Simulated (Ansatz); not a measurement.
# Fitting and testing ρ(T) of TlBi2 (P6/mmm)

Can the computed ρ(T) of TlBi2 (P6/mmm) be held by the Bloch–Grüneisen form, and does the fit predict a row it has not seen?

The resistivities were computed with Ansatz 0.2.0 (DFT PBEsol, scalar-relativistic, plane waves, PAW; PAW set soft_1) from the linearised Boltzmann equation with harmonic phonons, on q 3×3×4, k 9×9×12, scattering 12×12×16; the fit below is done by hand on them.

## Step 1: The data

The structure is hexagonal, space group P6/mmm (No. 191). Conventional cell: a = 5.627 Å, b = 5.627 Å, c = 3.345 Å, α = 90.00°, β = 90.00°, γ = 120.00°. Tl on site a is surrounded by 2 Tl at 3.34 Å and 12 Bi at 3.65 Å. Bi on site d is surrounded by 5 Bi at 3.25 to 3.34 Å and 6 Tl at 3.65 Å.

This is the relaxed cell of the run, from steps not shown here.

The mean resistivity of the three axes from 50 to 800 K, with one row held back; the colder rows stay outside the fit and test it at the end:

```csv
T (K),ρ (μΩ cm)
50,3.349
80,5.956
100,7.634
150,11.73
200,15.76
273,21.57
300,23.70
400,31.55
500,39.34
600,?
800,62.57
```

No spin–orbit coupling, which matters for Bi and Tl.

## Step 2: The fit

Bloch and Grüneisen's form is ρ(T) = A (T/Θ)⁵ J₅(Θ/T), with J₅(z) the integral of x⁵/((eˣ − 1)(1 − e⁻ˣ)) from 0 to z. It goes as T⁵ far below Θ and as A T/(4Θ) far above. For a trial Θ the best A is the geometric mean of ρ/[(T/Θ)⁵ J₅] over the rows, and the scatter of that ratio measures the fit:

```csv
Θ (K),A (μΩ cm),scatter (%)
52,16.15,3.2
70,21.94,1.8
80,25.23,0.9
88,27.90,0.5
96,30.62,1.1
110,35.50,2.8
132,43.50,5.9
```

The scatter is least at Θ = 88 K, with A = 27.90 μΩ cm (0.5 % r.m.s.).

| T (K) | computed | fit |
| --- | --- | --- |
| 50 | 3.349 | 3.353 |
| 80 | 5.956 | 5.934 |
| 100 | 7.634 | 7.596 |
| 150 | 11.73 | 11.67 |
| 200 | 15.76 | 15.68 |
| 273 | 21.57 | 21.52 |
| 300 | 23.70 | 23.67 |
| 400 | 31.55 | 31.62 |
| 500 | 39.34 | 39.57 |
| 800 | 62.57 | 63.37 |

## Step 3: The row held back

At T = 600 K, Θ/T = 0.147, J₅ = 1.16e-4 and (T/Θ)⁵ = 14735, so the fit gives 47.50 μΩ cm. The computed value is 47.09 μΩ cm: the fit is off by +0.88 %. Outside its range, at 20 K, it gives 0.635 against 0.659 μΩ cm computed, 0.96 times that; at that temperature the run's own test moves by 16 % between meshes in the component that moves most. Among the rows used, the largest miss is +1.3 %, at 800 K.

## Step 4: Reading Θ and A

Θ = 88 K is 1.60 times ħω_log/k_B (55 K) and 0.72 of the highest phonon frequency (122 K). The high-temperature slope of the fit, A/(4Θ), is 0.0793 μΩ cm/K. The same slope from the run's transport coupling and plasma energy, 2π k_B λ_tr/(ħ ε₀ ω_p²) with λ_tr = 1.08, 1.08, 1.94 (xx, yy, zz) and ħω_p = 7.37, 7.37, 8.70 (xx, yy, zz) eV, is 0.0881 μΩ cm/K in the mean of the axes, +11.1 % from it. For comparison, the computed rows rise by 0.0774 μΩ cm/K between the two hottest.

## Step 5: What came out

```json
{"Θ": "88 K", "A": "27.90 μΩ cm", "scatter of the fit": "0.5 %", "held-back row at 600 K, fit against computed": "47.50 against 47.09 μΩ cm"}
```

In words: Two numbers, Θ = 88 K and A = 27.9 μΩ cm, hold the computed ρ(T) from 50 to 800 K within 0.55 % r.m.s. and predict the held-back row within 0.88 %. By the run's own test the resistivity at 300 K moves by 6 % between its two finest scattering meshes, in the component that moves most. The mean hides an anisotropy: at 300 K the components are 22.5, 22.5, 26.0 (xx, yy, zz) μΩ cm. Spin–orbit coupling is left out. The relaxed volume lies -4.3 % from the database entry, whose temperature is not recorded here; volume shifts the phonons and ρ. The fit describes the calculation: impurities, thermal expansion, changes of phase and anharmonicity are in neither.

[Logs are printed without paths, hosts, clocks, repeated set-up lines and the standing remarks that a program may print on its own settings, such as how far it seeks lower states.]

[Hosts, paths, dates, database ids (printed as entryN), source tags and the programs' standing remarks are cut or masked in the printed files.]
